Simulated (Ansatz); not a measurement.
# How strongly the parts of twisted Zr2CO2 MXene bilayer, 38.21° (70 atoms) bind: runs compared

Aim: the interaction energy between the two parts of twisted Zr2CO2 MXene bilayer, 38.21° (70 atoms) and its distance dependence.

Computed with Ansatz 0.2.0: Kohn-Sham DFT, PBE+D3(BJ), PAW (set soft_2), plane waves.

### Step 1. The cell as built

The cell holds 70 atoms: 14 C, 28 Zr and 28 O. Its edges and angles: a = 8.757 Å, b = 8.757 Å, c = 28.150 Å, α = 90.0°, β = 90.0°, γ = 120.0°. It derives from Zr2CO2 (Zr2CO2 MXene). Zr2CO2 MXene (a = 3.31 Å) under Zr2CO2 MXene (a = 3.31 Å), bilayer, commensurate cell of 7 unit cells a layer, twist 38.21 deg; facing planes 2.95 Å apart; 16 Å of vacuum; layers as built, displaced by a Gaussian of 0.01 Å. Regions: layer 1, 35 atoms (7 C, 14 Zr and 14 O); layer 2, 35 atoms (7 C, 14 Zr and 14 O). Vacuum lies along c.

### Step 2. The reference run

The reference is a single point at the end of the relaxation.

The parts (lower: layer 1 and upper: layer 2) keep their atoms where they stand in it, and shifted cells move the upper part rigidly.

Its input, with most atom lines left out:

```yaml
crystal:
  lattice:
    - [8.7574, 0.0, 0.0]
    - [-4.3787, 7.58413, 0.0]
    - [0.0, 0.0, 28.15]
  atoms:
    - { symbol: C, position: [0.0004, 0.00045, 0.369] }
    - { symbol: Zr, position: [0.19062, 0.23874, 0.41835] }
    - { symbol: Zr, position: [0.23818, 0.04782, 0.31968] }
    - { symbol: O, position: [0.23885, 0.04938, 0.45088] }
    - { symbol: O, position: [0.19054, 0.2383, 0.28712] }
    - { symbol: C, position: [0.14311, 0.42909, 0.36911] }
    - { symbol: Zr, position: [0.3332, 0.66647, 0.41891] }
    [... atom lines 8 to 70 left out ...]
kpoints:
  mp_grid: { grid: [3, 3, 1] }
hamiltonian:
  xc: pbe
  dispersion: d3bj
scf:
  occupations: { method: fixed }
output:
  forces: true
  populations: intrinsic
  dos:
    method: { smearing: { sigma: 0.08 } }
    de: 0.1
    projected:
      site_lists:
        C: [C]
        O: [O]
        Zr: [Zr]
        layer_1: [0, 1, 2, 3, 4, 5, 6, 7, 8, 9, 10, 11, 12, 13, 14, 15, 16, 17, 18, 19, 20, 21, 22, 23, 24, 25, 26, 27, 28, 29, 30, 31, 32, 33, 34]
        layer_2: [35, 36, 37, 38, 39, 40, 41, 42, 43, 44, 45, 46, 47, 48, 49, 50, 51, 52, 53, 54, 55, 56, 57, 58, 59, 60, 61, 62, 63, 64, 65, 66, 67, 68, 69]
  eigenvalues: true
  write_density: true
  write_potential: true
  volumetric_format: npy
  elf: true
```

| Quantity | Value |
| --- | --- |
| free energy per atom | -1952.1629 eV/atom |
| r.m.s. force component | 0.01006 eV/Å |

Filled and empty levels are parted by 1.10 eV (on the run's k-points); a semilocal functional tends to put such gaps too low.

### Step 3. The runs

Each row is one run, on 4 threads of Arm Neoverse V1, shared host. The free energy is the program's total, comparable only between runs with the same functional, potentials and atoms, or as a whole against its parts.

```csv
run,atoms,outcome,"ionic steps, all passes",free energy (eV),time,host memory (GiB)
Single point at the start,70,converged,-,-136650.979,2.8 min,9.7
Relaxation,70,converged,4,-136651.405,9.5 min,9.7
Single point at the relaxed geometry,70,converged,-,-136651.405,5.9 min,10
The lower part alone,35,converged,-,-68324.808,1.8 min,5.9
The upper part alone,35,converged,-,-68324.808,2.1 min,5.9
Upper part moved by +0.3 Å,70,converged,-,-136651.259,3.5 min,10
Upper part moved by -0.3 Å,70,converged,-,-136651.264,3.5 min,10
Upper part moved by +0.8 Å,70,converged,-,-136650.876,3.6 min,10
```

In some runs the program notes that the exchange-correlation potential is rough where the density is thin.

### Step 4. Interaction energy

Whole cell less its two parts, each frozen at the geometry of the whole and solved in the same cell with the same functional, so that energy zeros cancel. The upper part is 'layer 2' and the lower part 'layer 1'. The nearest atoms of the two parts stand 2.84 Å apart. The face is 66.42 Å².

| functional | interaction energy (eV) | of it, the added dispersion term (eV) | per area (meV/Å²) | per area (J/m²) | per atom of the upper part (meV) |
| --- | --- | --- | --- | --- | --- |
| PBE+D3(BJ) | -1.788 | -2.030 | -26.9 | -0.43 | -51.1 |

### Step 5. Energy against separation

The upper part is moved rigidly along the normal from its place in the reference.

```
shift (Å)  energy change (eV)  per area (meV/Å²)  share of the binding lost (%)  gap (eV)
     -0.3               0.141               2.12                              -                1.09
     +0.0               0.000               0.00                              -                1.10
     +0.3               0.146               2.19                              8                1.10
     +0.8               0.528               7.95                             30                1.10
```

### Step 6. Levels of whole and parts

```
      cell  gap (eV)  vacuum level at the upper face, over the highest filled level, or over E_F where no gap is given (eV)  moment (μB)
     whole                1.10                                                                                                   5.35      no spin
lower part                1.10                                                                                                   5.29      no spin
upper part                1.10                                                                                                   5.33      no spin
```

### Step 7. Outcome

The parts bind with 26.9 meV/Å² (1.79 eV for the cell) at the level PBE+D3(BJ), the size of van der Waals binding between sheets. The added dispersion term contributes -2.030 eV, the functional itself 0.242 eV. The curvature over ±0.3 Å is 0.77×10²⁰ N/m³. At +0.8 Å, 30 % of the binding is lost; the shift also narrows the vacuum to the periodic image. On the run's k-points the gap of the whole, 1.10 eV, lies 0.0056 eV under the smaller of the parts'.

**Limits.** The parts are frozen, so the energy of their deformation isn't counted. No correction is made for dipoles across the vacuum, and the parts also feel their periodic images through it.

The DFT runs together took 33 min of wall time.

[Logs are printed without paths, hosts, clocks, repeated set-up lines and the standing remarks that a program may print on its own settings, such as how far it seeks lower states.]

[Hosts, paths, dates, database ids (printed as entryN), source tags and the programs' standing remarks are cut or masked in the printed files.]
